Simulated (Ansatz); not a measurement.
# What BeInH3 (model cell, started as cubic perovskite with Be in the octahedra) distorts into, part 3 of 3

Which phase does BeInH3 (model cell, started as cubic perovskite with Be in the octahedra) fall into along its unstable mode, and how much energy does it gain?

Ansatz 0.2.0; DFT LDA, scalar-relativistic, plane waves, PAW; PAW set soft_1.

So far. Step 5 (Energy along the mode, all amplitudes (two of the runs …): The lowest of the steps tried is at 0.22 Å, 5.64 meV/atom below the parent; the bottom of the well need not coincide with a step. Step 7 (The new phase in its own primitive cell): The largest force component left is 0.046 meV/Å and the pressure is 0.000 GPa, within the tolerances set. The cell now holds 9.92 Å³/atom. The relaxed cell has a = 4.547, c = 4.800 Å (conventional setting).

The structure was built from a prototype and need not be the compound's stable phase.

### 8. Modes of the new phase, k-mesh 8×8×8

A relaxed structure may still be a saddle point, so its zone-centre modes are computed. No field response is asked, since the mesh shows no gap.

Contents of input.yaml:

```yaml
crystal:
  lattice:
    - [4.5471902513, 0.0, 0.0]
    - [0.0, 4.5471902513, 0.0]
    - [0.0, 0.0, 4.7999554536]
  atoms:
    - { symbol: In, position: [0.0, 0.0, 0.0] }
    - { symbol: In, position: [0.5, 0.5, 0.0] }
    - { symbol: Be, position: [0.0, 0.5, 0.4674104233] }
    - { symbol: Be, position: [0.5, 0.0, 0.5325895767] }
    - { symbol: H, position: [0.25, 0.25, 0.5] }
    - { symbol: H, position: [0.75, 0.75, 0.5] }
    - { symbol: H, position: [0.25, 0.75, 0.5] }
    - { symbol: H, position: [0.75, 0.25, 0.5] }
    - { symbol: H, position: [0.0, 0.5, 0.1695867574] }
    - { symbol: H, position: [0.5, 0.0, 0.8304132426] }
kpoints:
  mp_grid: { grid: [8, 8, 8] }
hamiltonian:
  xc: lda
  pseudopotentials: { kind: paw, azcp: { folder: soft_1 }, xc_functional: pbe }
scf:
  occupations: { method: methfessel_paxton, width: 0.2 }
output:
  eigenvalues: true
phonons:
  method: dfpt
```

Command:

```console
$ ansatz run input.yaml --threads 4 --pin off --max-ram 16384MiB --backend cpu --events-out ev --progress --plain --runs-dir out
```

Numbers of over 12 decimals in the logs are rounded to 6 here.

The program printed:

```text
[...]
Crystal: 10 atoms, lattice volume = 99.248 Å³
Basis set: ecut = 420 eV, 1929 PW (Γ), exchange–correlation on 64×64×72 points (8 copies of the dense FFT grid, shifted against one another)
Bands: 28, of which v1, the nominal top of the filled ones, is band 18 counted from 1 (17 counted from 0)
Symmetry: 16 space group operations
k-points: 260 of 512 (irreducible under 1 space group operation, time reversal used)
[...]
SCF iter   1: F=—  HF=-11183.693566 eV  |F-HF|=—  |Δ(HF+E_count)|=         —  Δρ=6.56e-2  dr2=6.45e0  ethr=3.10e-3  ⟨swp⟩=7.0  Hψ=38292  notcnv=0
[...]
SCF iter  10: F=-11181.287512 eV  HF=-11181.287512 eV  |F-HF|=0.00e0  |Δ(HF+E_count)|=  5.46e-11  S|Δr|=    0.00e0  Δρ=3.58e-8  dr2=1.69e-12  ethr=1.00e-12  ⟨swp⟩=11.7  Hψ=39166  notcnv=0
SCF 1 converged in 10 iterations: F = -11181.287512 eV  dr2 = 1.69e-12
[...]
DFPT response loops at Γ: preconditioner auto → Kerker (q_TF=auto, 2.304 Å⁻¹) (partly filled bands, converged f_vac=0.000); β = 1.00, the filter's whole step (`scf.mixing.beta` (0.50) is not read by the response loops under this deck's `scf.mixing.preconditioner`; to damp them name `kerker` or `kerker_dos`, under which they read `scf.mixing.beta`, and type it under 1.00, their step now; both keys bind the ground state too); Broyden in place of MSR1
SCF converged after 10 iterations
[...]
Free energy (F): -11181.287512 eV
[...]
Internal energy: -11181.286539 eV  (E = F + TS)
E sigma→0 (E₀):  -11181.287269 eV
Entropy (-TS):   -0.000973 eV (-0.097 meV/atom)
Fermi energy:    6.237445 eV
[...]
--- Band table (eV; the first three rows and the last of 260) ---
  k-point 0: bands = [... 14 lower, 1.7238, 4.7046, 5.6326, 5.9647, 7.0963, 7.7003, 7.7003, 10.0003, ... 6 higher]
  k-point 1: bands = [... 14 lower, 2.4584, 4.7781, 5.7105, 6.1760, 7.0964, 7.3977, 7.3977, 10.1336, ... 6 higher]
  k-point 2: bands = [... 14 lower, 3.0096, 4.9827, 5.5145, 6.7680, 6.7680, 7.0978, 7.1979, 9.3388, ... 6 higher]
  k-point 259: bands = [... 14 lower, 1.8617, 1.8617, 1.8668, 1.8668, 9.9390, 9.9390, 11.5757, 11.5757, ... 6 higher]
--- Phonons (Γ-DFPT): 8 representative perturbations + reference, on 260 of 512 k-points (Σ response iterations 24) ---
  k mesh reduced under 1 symmetry operation, with k and −k counted as one. Each operation leaves every solved perturbation unchanged. A smaller set is not used because it would not reduce the number of displacements times k-points to solve
  ASR residual: 1.316e-5 → 0.000e0 eV/Å²; symmetrization residual: 4.260e-6 eV/Å²
  ASR residual per site (eV/Å²): 1.31e-5 1.31e-5 6.04e-6 6.04e-6 7.61e-6 7.61e-6 7.61e-6 7.61e-6 1.32e-5 1.32e-5
  Γ frequencies (cm⁻¹): -1136.83 -190.05 -190.05 -47.12 0.00 0.00 0.00 20.28 20.28 54.94 79.73 79.73 118.05 349.76 432.75 432.75 487.29 487.29 569.77 569.77 629.77 718.21 718.21 868.40 869.02 1254.61 1254.61 1358.31 1566.59 1568.99
  non-analytic LO–TO correction: not included (Born effective charges unavailable; polar crystals: no LO–TO splitting at Γ)
```

Elapsed: 2.1 min, on 4 threads of Arm Neoverse V1, shared host; peak memory 2.3 GiB.

This step gave:

- sum-rule residual before enforcement: 1.32e-5 eV/Å²
- point group: 4/mmm
- highest optical mode at the zone centre (no LO-TO term): 1569 cm⁻¹
- lowest optical zone-centre mode: -1137 cm⁻¹

Patterns of degenerate modes are one choice out of their space. The modes at Γ (shares of kinetic energy by element, %) (negative means imaginary):

```csv
mode,frequency (cm⁻¹),symmetry,In %,Be %,H %
1,-1136.8,B1u,0,0,100
2,-190.1,Eu,1,4,96
3,-190.1,Eu,1,4,96
4,-47.1,B1g,100,0,0
5,0.0,acoustic,91,7,2
6,0.0,acoustic,91,7,2
7,0.0,acoustic,91,7,2
8,20.3,Eu,9,64,27
9,20.3,Eu,9,64,27
10,54.9,A1u,0,0,100
11,79.7,Eg,97,1,1
12,79.7,Eg,97,1,1
13,118.0,A2u,9,67,24
14,349.8,A1g,0,92,8
15,432.8,Eg,2,93,5
16,432.8,Eg,2,93,5
17,487.3,Eu,0,22,78
18,487.3,Eu,0,22,78
19,569.8,Eg,1,5,94
20,569.8,Eg,1,5,94
21,629.8,A2u,0,16,84
22,718.2,Eu,0,0,100
23,718.2,Eu,0,0,100
24,868.4,B1u,0,0,100
25,869.0,B2u,0,0,100
26,1254.6,Eu,0,3,97
27,1254.6,Eu,0,3,97
28,1358.3,A2u,0,6,94
29,1566.6,A1g,0,8,92
30,1569.0,A2u,0,5,95
```

Displacements in mode 1 (-1136.8 cm⁻¹), the largest set to 1:
```
In1  0.00  0.00  0.00
In2  0.00  0.00  0.00
Be3  0.00  0.00  0.00
Be4  0.00  0.00  0.00
H5  -0.63  0.63  1.00
H6   0.63 -0.63  1.00
H7   0.63  0.63 -1.00
H8  -0.63 -0.63 -1.00
H9   0.00  0.00  0.00
H10  0.00  0.00  0.00
```

Displacements in mode 10 (54.9 cm⁻¹), the largest set to 1:
```
In1  0.00  0.00  0.00
In2  0.00  0.00  0.00
Be3  0.00  0.00  0.00
Be4  0.00  0.00  0.00
H5   1.00  1.00  0.00
H6  -1.00 -1.00  0.00
H7  -1.00  1.00  0.00
H8   1.00 -1.00  0.00
H9   0.00  0.00  0.00
H10  0.00  0.00  0.00
```

Before it was imposed, the acoustic sum rule was missed by 1.3e-5 eV/Å². Small misses are needed for a sound result but don't prove that mesh and cutoff are converged. The lowest optical mode is imaginary, 1136.8i cm⁻¹, so the energy falls along it.

### 9. Outcome

```
unstable mode of the parent                                                      : q = (0, -0.5, -0.5), 697i cm⁻¹
depth at the lowest point sampled                                                : 5.64 meV/atom
largest atomic shift at that point                                               : 0.22 Å
space group reached (within 0.01 Å)                                              : P4/nmm
energy gained over the parent (first relaxation, on the mesh of the frozen mode) : 60.2 meV/atom
volume per atom, phase reached                                                   : 9.92 Å³
lowest optical zone-centre mode, phase reached                                   : -1137 cm⁻¹
highest optical mode at the zone centre (no LO-TO term), phase reached           : 1569 cm⁻¹
```

**Reading.** Along this mode the structure falls into P4/nmm, 60.2 meV/atom below the parent. At the parent's cell the well is 5.639 meV/atom deep on the steps tried, with its lowest point at a shift of 0.22 Å. Relaxing atoms and cell changes the gain by +54.51 meV/atom against the lowest step (energies at zero smearing). Most of the total comes from this relaxation. The new phase still has an imaginary mode at the zone centre of its cell, so it is a saddle point on the way to a lower structure. Of the 4 patterns followed to their end from this parent, this one ends 64.7 meV/atom above the lowest, Amm2. Each path keeps the symmetry of its pattern, so a lower phase may lie along a pattern not tried. With no gap, or one that is small against the smearing, the frequencies hang on the k mesh and the smearing, most of all near Kohn anomalies. The PAW files were made for PBE and serve the other functionals too. The starting cell was built on a prototype and not taken from a measurement, so the phase need not exist.

[Logs are printed without paths, hosts, clocks, repeated set-up lines and the standing remarks that a program may print on its own settings, such as how far it seeks lower states.]

[Hosts, paths, dates, database ids (printed as entryN), source tags and the programs' standing remarks are cut or masked in the printed files.]
